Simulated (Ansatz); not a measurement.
# Phonons of La2O3 (P-3m1) against volume, part 2 of 3

Wanted: Grüneisen parameters and pressure coefficients of the modes of La2O3 (P-3m1).

Ansatz 0.2.0; DFT LDA, scalar-relativistic, plane waves, PAW; PAW set soft_1.

So far. Step 3 (Tight relaxation): The largest force component left is 0.45 meV/Å and the pressure is 0.000 GPa, within the tolerances set. The cell now holds 15.54 Å³/atom.

## 4. Modes at rest

The modes at rest are the reference of the series, and the response to a field gives the dielectric tensor and the Born charges.

Contents of input.yaml:

```yaml
crystal:
  lattice:
    - [3.8831065222, 0.0, 0.0]
    - [-1.9415532611, 3.3628688938, 0.0]
    - [0.0, 0.0, 5.9507249374]
  atoms:
    - { symbol: O, position: [0.6666666667, 0.3333333333, 0.3533887189] }
    - { symbol: O, position: [0.3333333333, 0.6666666667, 0.6466112811] }
    - { symbol: O, position: [0.0, 0.0, 0.0] }
    - { symbol: La, position: [0.6666666667, 0.3333333333, 0.7560294673] }
    - { symbol: La, position: [0.3333333333, 0.6666666667, 0.2439705327] }
kpoints:
  mp_grid: { grid: [9, 9, 4] }
hamiltonian:
  xc: lda
  pseudopotentials: { kind: paw, azcp: { folder: soft_1 }, xc_functional: pbe }
scf:
  occupations: { method: fixed }
output:
  eigenvalues: true
phonons:
  method: dfpt
  dielectric: true
  rigid_motions: translations
  raman: true
```

The run is started by

```console
ansatz run input.yaml --threads 4 --pin off --max-ram 16384MiB --backend cpu --events-out ev --progress --plain --runs-dir out
```

Numbers of over 12 decimals in the logs are rounded to 6 here.

What it wrote:

```text
[...]
Crystal: 5 atoms, lattice volume = 77.707 Å³
Basis set: ecut = 420 eV, 1519 PW (Γ), exchange–correlation on 54×54×80 points (8 copies of the dense FFT grid, shifted against one another)
Bands: 25, of which v1, the nominal top of the filled ones, is band 20 counted from 1 (19 counted from 0)
Symmetry: 12 space group operations
k-points: 95 of 324 (irreducible under 2 space group operations, time reversal used)
[...]
SCF iter   1: F=—  HF=-13829.057061 eV  |F-HF|=—  |Δ(HF+E_count)|=         —  Δρ=7.10e-2  dr2=3.68e0  ethr=3.10e-3  ⟨swp⟩=4.0  Hψ=9681  notcnv=0  defer=154
[...]
SCF iter  11: F=-13828.310784 eV  HF=-13828.310784 eV  |F-HF|=1.09e-11  |Δ(HF+E_count)|=  1.56e-10  Δρ=2.37e-7  dr2=3.30e-11  ethr=1.00e-12  ⟨swp⟩=19.4  Hψ=19926  notcnv=0
SCF 1 converged in 11 iterations: F = -13828.310784 eV  dr2 = 3.30e-11
[...]
NSCF: frozen V_eff on 4 k-points
DFPT response loops at Γ: preconditioner auto → Resta (q_TF=auto, 2.442 Å⁻¹)  ε∞=4.0 (no band partly filled); β = 1.00, the filter's whole step (`scf.mixing.beta` (0.50) is not read by the response loops at its default; to damp them type it under 1.00, their step now; it binds the ground state too); Broyden in place of MSR1
── the response to a field inside a basis, on 10×10×4 k-points: an SCF that follows is theirs, and a resumed run solves both again ──
Bands: 21, of which v1, the nominal top of the filled ones, is band 20 counted from 1 (19 counted from 0)
k-points: 110 of 400 (irreducible under 4 space group operations)
[...]
Eigensolver: Dense (110 Hₖ)
SCF iter   1: F=—  HF=-13828.304776 eV  |F-HF|=—  |Δ(HF+E_count)|=         —  Δρ=3.78e-4  dr2=2.23e-5  ethr=1.00e-1
[...]
SCF iter   7: F=-13828.304767 eV  HF=-13828.304767 eV  |F-HF|=1.82e-11  |Δ(HF+E_count)|=  8.55e-11  Δρ=2.30e-7  dr2=6.40e-11  ethr=2.83e-12
SCF 1 converged in 7 iterations: F = -13828.304767 eV  dr2 = 6.40e-11
[...]
SCF converged after 11 iterations
Free energy (F): -13828.310784 eV
[...]
Internal energy: -13828.310784 eV  (E = F + TS)
E sigma→0 (E₀):  -13828.310784 eV
Fermi energy:    9.967762 eV
[...]
--- Band table (eV; the first three rows and the last of 95) ---
  k-point 0: bands = [... 16 lower, 8.1404, 9.4981, 9.4981, 9.7837, 14.2565, 14.4898, 14.4898, 15.3360, ... 1 higher]
  k-point 1: bands = [... 16 lower, 8.5789, 9.4547, 9.5599, 9.5599, 14.4137, 14.5813, 14.5813, 15.2842, ... 1 higher]
  k-point 2: bands = [... 16 lower, 8.8619, 9.0507, 9.6322, 9.6322, 14.6678, 14.6678, 14.6722, 15.0716, ... 1 higher]
  k-point 94: bands = [... 16 lower, 9.1962, 9.2125, 9.6690, 9.9565, 14.5091, 14.6888, 14.8168, 15.2725, ... 1 higher]
--- Phonons (Γ-DFPT): 6 representative perturbations + reference, on 95 of 324 k-points (Σ response iterations 23) ---
  k mesh reduced under 2 symmetry operations, with k and −k counted as one. Each operation leaves every solved perturbation unchanged. A smaller set is not considered because the run solves the response to a homogeneous field
  ASR residual: 2.289e-4 → 0.000e0 eV/Å²; symmetrization residual: 1.398e-6 eV/Å²
  ASR residual per site (eV/Å²): 1.11e-4 1.11e-4 2.29e-4 2.16e-5 2.16e-5
  Γ frequencies (cm⁻¹): 0.00 0.00 0.00 107.93 107.93 199.71 203.79 203.79 207.19 375.34 375.34 396.91 407.82 407.82 447.35
  ε∞ (high-frequency dielectric tensor):
        4.918917     0.000000     0.000000
        0.000000     4.918917     0.000000
        0.000000     0.000000     4.875458
  ε⁰ (static dielectric tensor: ions relaxed, cell fixed):
       24.000178    -0.000000     0.000000
       -0.000000    24.000178     0.000000
        0.000000     0.000000    24.934304
  ε⁰ − ε∞ (ionic part):
       19.081261    -0.000000     0.000000
       -0.000000    19.081261     0.000000
        0.000000     0.000000    20.058846
  softest optical mode at Γ: 107.93 cm⁻¹; the repairs (sum rule, projections) moved no ω² at Γ by more than (2.06 cm⁻¹)²
  Born effective charges Z* (e; rows j = field, columns β = displacement):
    site 0:
        -2.85269    0.00000   -0.00000
         0.00000   -2.85269   -0.00000
        -0.00000   -0.00000   -2.58724
    site 1:
        -2.85269    0.00000   -0.00000
         0.00000   -2.85269   -0.00000
        -0.00000   -0.00000   -2.58724
    site 2:
        -2.74455    0.00000   -0.00000
         0.00000   -2.74455   -0.00000
        -0.00000   -0.00000   -2.57328
    site 3:
         4.22496   -0.00000    0.00000
        -0.00000    4.22496    0.00000
         0.00000    0.00000    3.87388
    site 4:
         4.22496   -0.00000    0.00000
        -0.00000    4.22496    0.00000
         0.00000    0.00000    3.87388
  Z* charge neutrality: 1.009e-3 e pre-enforcement
  solved inside a basis spanned on kpoints, on 10×10×4 k-points: ε∞ is read to err by 1.3e-2, Z* by 1.4e-2 e (field_mesh: kpoints solves on kpoints); Z* is corrected for what the basis lacks
  Raman tensors (in the event stream and the table raman_tensors.tsv): an entry may err by 4.0e-1 Å², one of the second-order susceptibility by 3.7e-20 pm/V (basis, points and sum rule); their sum over the sites missed zero by 1.776e-15 Å² ahead of its enforcement
  optical modes at Γ without the LO–TO term, one row a degenerate level:
      ω (cm⁻¹)  modes    IR ((D/Å)²/amu)  static Raman (Å⁴/amu)  depolarisation
        107.93      2             0.0000                 3.3231           0.750
        199.71      1             0.0000                 5.8760           0.173
        203.79      2            48.2211                 0.0000               —
        207.19      1            30.6983                 0.0000               —
        375.34      2            32.3013                 0.0000               —
        396.91      1             0.0000                69.4234           0.710
        407.82      2             0.0000               140.9935           0.750
        447.35      1             3.1406                 0.0000               —
  optical modes at Γ + LO–TO along q̂ = [1.0000, 0.0000, 0.0000]:
      ω (cm⁻¹)  modes    IR ((D/Å)²/amu)  static Raman (Å⁴/amu)  depolarisation
        107.93      2             0.0000                 3.3231           0.750
        199.71      1             0.0000                 5.8760           0.173
        203.79      1            24.1106                 0.0000               —
        207.19      1            30.6983                 0.0000               —
        300.08      1             1.9473                 0.0000               —
        375.34      1            16.1507                 0.0000               —
        396.91      1             0.0000                69.4234           0.710
        407.82      2             0.0000               140.9935           0.750
        447.35      1             3.1406                 0.0000               —
        563.04      1            38.3139                 0.0000               —
  optical modes at Γ + LO–TO along q̂ = [0.0000, 1.0000, 0.0000]:
      ω (cm⁻¹)  modes    IR ((D/Å)²/amu)  static Raman (Å⁴/amu)  depolarisation
        107.93      2             0.0000                 3.3231           0.750
        199.71      1             0.0000                 5.8760           0.173
        203.79      1            24.1106                 0.0000               —
        207.19      1            30.6983                 0.0000               —
        300.08      1             1.9473                 0.0000               —
        375.34      1            16.1507                 0.0000               —
        396.91      1             0.0000                69.4234           0.710
        407.82      2             0.0000               140.9935           0.750
        447.35      1             3.1406                 0.0000               —
        563.04      1            38.3139                 0.0000               —
  optical modes at Γ + LO–TO along q̂ = [0.0000, 0.0000, 1.0000]:
      ω (cm⁻¹)  modes    IR ((D/Å)²/amu)  static Raman (Å⁴/amu)  depolarisation
        107.93      2             0.0000                 3.3231           0.750
        199.71      1             0.0000                 5.8760           0.173
        203.79      2            48.2211                 0.0000               —
        375.34      2            32.3013                 0.0000               —
        396.91      1             0.0000                69.4234           0.710
        401.86      1             7.3578                 0.0000               —
        407.82      2             0.0000               140.9935           0.750
        521.60      1            26.4811                 0.0000               —
```

The job ended after 6.2 min (4 threads of Arm Neoverse V2, shared host; peak memory 2.2 GiB; 24 min of CPU time).

Numbers from this step:

* sum-rule residual before enforcement: 2.29e-4 eV/Å²
* miss of the charge sum rule: 0.001009 e
* estimated error of the dielectric tensor: 0.01278
* estimated error of the Born charges: 0.01405 e
* point group: -3m
* highest optical mode at the zone centre (no LO-TO term): 447.4 cm⁻¹
* lowest optical zone-centre mode: 107.9 cm⁻¹
* mean high-frequency dielectric constant: 4.904
* largest Born charge (third of the trace): 4.108 e
* mean static dielectric constant: 24.31
* top of the zone-centre spectrum with the field: 563.0 cm⁻¹

Without the LO-TO term. Patterns of degenerate modes are one choice out of their space. Modes at Γ, with each element's share of the kinetic energy:

| mode | frequency (cm⁻¹) | symmetry | O % | La % |
| --- | --- | --- | --- | --- |
| 1 | 0.0 | acoustic | 15 | 85 |
| 2 | 0.0 | acoustic | 15 | 85 |
| 3 | 0.0 | acoustic | 15 | 85 |
| 4 | 107.9 | Eg | 2 | 98 |
| 5 | 107.9 | Eg | 2 | 98 |
| 6 | 199.7 | A1g | 4 | 96 |
| 7 | 203.8 | Eu | 91 | 9 |
| 8 | 203.8 | Eu | 91 | 9 |
| 9 | 207.2 | A2u | 87 | 13 |
| 10 | 375.3 | Eu | 94 | 6 |
| 11 | 375.3 | Eu | 94 | 6 |
| 12 | 396.9 | A1g | 96 | 4 |
| 13 | 407.8 | Eg | 98 | 2 |
| 14 | 407.8 | Eg | 98 | 2 |
| 15 | 447.4 | A2u | 99 | 1 |

Displacements in mode 4 (107.9 cm⁻¹), the largest set to 1:
```
O1  -0.03 -0.46  0.00
O2   0.03  0.46  0.00
O3   0.00  0.00  0.00
La4  0.06  1.00  0.00
La5 -0.06 -1.00  0.00
```

Displacements in mode 12 (396.9 cm⁻¹), the largest set to 1:
```
O1   0.00  0.00 -1.00
O2   0.00  0.00  1.00
O3   0.00  0.00  0.00
La4  0.00  0.00 -0.07
La5  0.00  0.00  0.07
```

Optical modes at the zone centre, without and with the macroscopic field of the longitudinal modes; each column is sorted by frequency, so a row need not hold one and the same mode. Modes with and without the field, by row:

| rank among optical modes | no field (cm⁻¹) | q along (1, 0, 0) (cm⁻¹) | q along (0, 0, 1) (cm⁻¹) |
| --- | --- | --- | --- |
| 1 | 107.9 | 107.9 | 107.9 |
| 2 | 107.9 | 107.9 | 107.9 |
| 3 | 199.7 | 199.7 | 199.7 |
| 4 | 203.8 | 203.8 | 203.8 |
| 5 | 203.8 | 207.2 | 203.8 |
| 6 | 207.2 | 300.1 | 375.3 |
| 7 | 375.3 | 375.3 | 375.3 |
| 8 | 375.3 | 396.9 | 396.9 |
| 9 | 396.9 | 407.8 | 401.9 |
| 10 | 407.8 | 407.8 | 407.8 |
| 11 | 407.8 | 447.4 | 407.8 |
| 12 | 447.4 | 563 | 521.6 |

Born charge (rows field, columns displacement) (e), principal values of the symmetric part by kind of site:

| atom | atoms with these values | low | middle | high | mean |
| --- | --- | --- | --- | --- | --- |
| O1 | 2 | -2.85 | -2.85 | -2.59 | -2.76 |
| O3 | 1 | -2.74 | -2.74 | -2.57 | -2.69 |
| La4 | 2 | 3.87 | 4.22 | 4.22 | 4.11 |

In full for La4:

```
4.22 0.00 0.00
0.00 4.22 0.00
0.00 0.00 3.87
```

High-frequency dielectric tensor:

```
4.92 0.00 0.00
0.00 4.92 0.00
0.00 0.00 4.88
```

Static dielectric tensor (ions relaxed, fixed cell):

```
24.00  0.00  0.00
 0.00 24.00  0.00
 0.00  0.00 24.93
```

Transverse modes. Infrared lines, with heights relative to the strongest:

| position (cm⁻¹) | label | relative intensity |
| --- | --- | --- |
| 108 | Eg | 0.0 |
| 200 | A1g | 0.0 |
| 204 | Eu | 100 |
| 207 | A2u | 64 |
| 375 | Eu | 67 |
| 397 | A1g | 0.0 |
| 408 | Eg | 0.0 |
| 447 | A2u | 6.5 |

Activity x (w_L - w)^4 (n + 1)/w, 532 nm, 300 K; modes without the macroscopic field alone. Lines of the Raman spectrum (strongest = 100):

| position (cm⁻¹) | label | relative intensity |
| --- | --- | --- |
| 108 | Eg | 20 |
| 200 | A1g | 12 |
| 204 | Eu | 0.0 |
| 207 | A2u | 0.0 |
| 375 | Eu | 0.0 |
| 397 | A1g | 51 |
| 408 | Eg | 100 |
| 447 | A2u | 0.0 |

Before it was imposed, the acoustic sum rule was missed by 2.3e-4 eV/Å² and the charge sum rule by 0.0010 e. Small misses are needed for a sound result but don't prove that mesh and cutoff are converged. The lowest optical mode is real, 108 cm⁻¹.

## 5. A member of the series: 1.06 times the volume at rest

The cell is set to 1.06 times the volume at rest, and shape and atoms relax at that volume.

input.yaml, the sections that differ from step 4:

```yaml
crystal:
  lattice:
    - [3.9348938299, 0.0, 0.0]
    - [-1.9674469149, 3.4077180179, 0.0]
    - [0.0, 0.0, 6.1428273956]
  atoms:
    - { symbol: O, position: [0.6666666667, 0.3333333333, 0.3554459169] }
    - { symbol: O, position: [0.3333333333, 0.6666666667, 0.6445540831] }
    - { symbol: O, position: [0.0, 0.0, 0.0] }
    - { symbol: La, position: [0.6666666667, 0.3333333333, 0.7527901806] }
    - { symbol: La, position: [0.3333333333, 0.6666666667, 0.2472098194] }
output:
  forces: true
  stress: true
  eigenvalues: true
relax:
  adjacent_minimum: "off"
  f_tol: 0.001
  max_steps: 60
  cell: { stress_tol: 0.01, fix: [volume] }
# kpoints, hamiltonian, scf: as in step 4
# phonons: removed
```

What it wrote:

```text
[...]
Crystal: 5 atoms, lattice volume = 82.369 Å³
Basis set: ecut = 420 eV, 1641 PW (Γ)
Bands: 25, of which v1, the nominal top of the filled ones, is band 20 counted from 1 (19 counted from 0)
Symmetry: 12 space group operations
[...]
k-points: 43 of 324
[...]
- [3.924543, -2.8791599745795473e-11, -1.9203222301151468e-19]
    - [-1.962272, 3.398754, 3.8406444602303134e-19]
    - [-2.9978465781528364e-19, 5.192422586745224e-19, 6.175273]
  atoms:
    - { symbol: O, position: [0.666667, 0.333333, 0.356268] }
    - { symbol: O, position: [0.333333, 0.666667, 0.643732] }
    - { symbol: O, position: [0, 0, 0] }
    - { symbol: La, position: [0.666667, 0.333333, 0.751294] }
    - { symbol: La, position: [0.333333, 0.666667, 0.248706] }
[key lines of the parts left out:]
SCF converged after 5 iterations
Free energy (F): -13828.211444 eV
Fermi energy:    9.140526 eV
P = ⅓ Tr σ = -6.5271 GPa (-65.271 kbar)
```

Wall time 12 s (4 threads); peak memory 0.43 GiB; 45 s of CPU time.

Step by step:

| step | energy less that of the first step (eV) | largest force component (eV/Å) | pressure (GPa) | volume (Å³) |
| --- | --- | --- | --- | --- |
| 1 | 0.0000 | 0.1487 | -6.95 | 82.37 |
| 2 | 0.0089 | 0.4701 | -5.70 | 82.37 |
| 3 | -0.0020 | 0.0094 | -6.58 | 82.37 |
| 4 | -0.0020 | 0.0083 | -6.54 | 82.37 |
| 5 | -0.0020 | 0.0009 | -6.54 | 82.37 |
| 6* | -0.0021 | 0.0008 | -6.54 | 82.37 |
| 7 | -0.0021 | 0.0000 | -6.53 | 82.37 |
| 8* | -0.0021 | 0.0000 | -6.53 | 82.37 |

Relaxation steps marked * repeat the geometry before them on a plane-wave basis chosen anew for their cell, so energy and pressure can jump there. Relaxation step 2 was tried and not accepted.

Forces are held to the 12 operations that the run works with; a distortion that breaks them can't arise in this run.

| conventional cell, symmetrised | before | after | change |
| --- | --- | --- | --- |
| a (Å) | 3.935 | 3.925 | -0.3 % |
| b (Å) | 3.935 | 3.925 | -0.3 % |
| c (Å) | 6.143 | 6.175 | +0.5 % |
| volume (Å³/atom) | 16.47 | 16.47 | +0.0 % |

This step gave:

```yaml
pressure: -6.527 GPa
gap_on_the_k_mesh: 3.737 eV
volume_per_atom: 16.47 Å³
```

The largest force component left is 0.035 meV/Å, at a pressure of -6.53 GPa.

[end of part 2 of 3]

[Logs are printed without paths, hosts, clocks, repeated set-up lines and the standing remarks that a program may print on its own settings, such as how far it seeks lower states.]

[Hosts, paths, dates, database ids (printed as entryN), source tags and the programs' standing remarks are cut or masked in the printed files.]
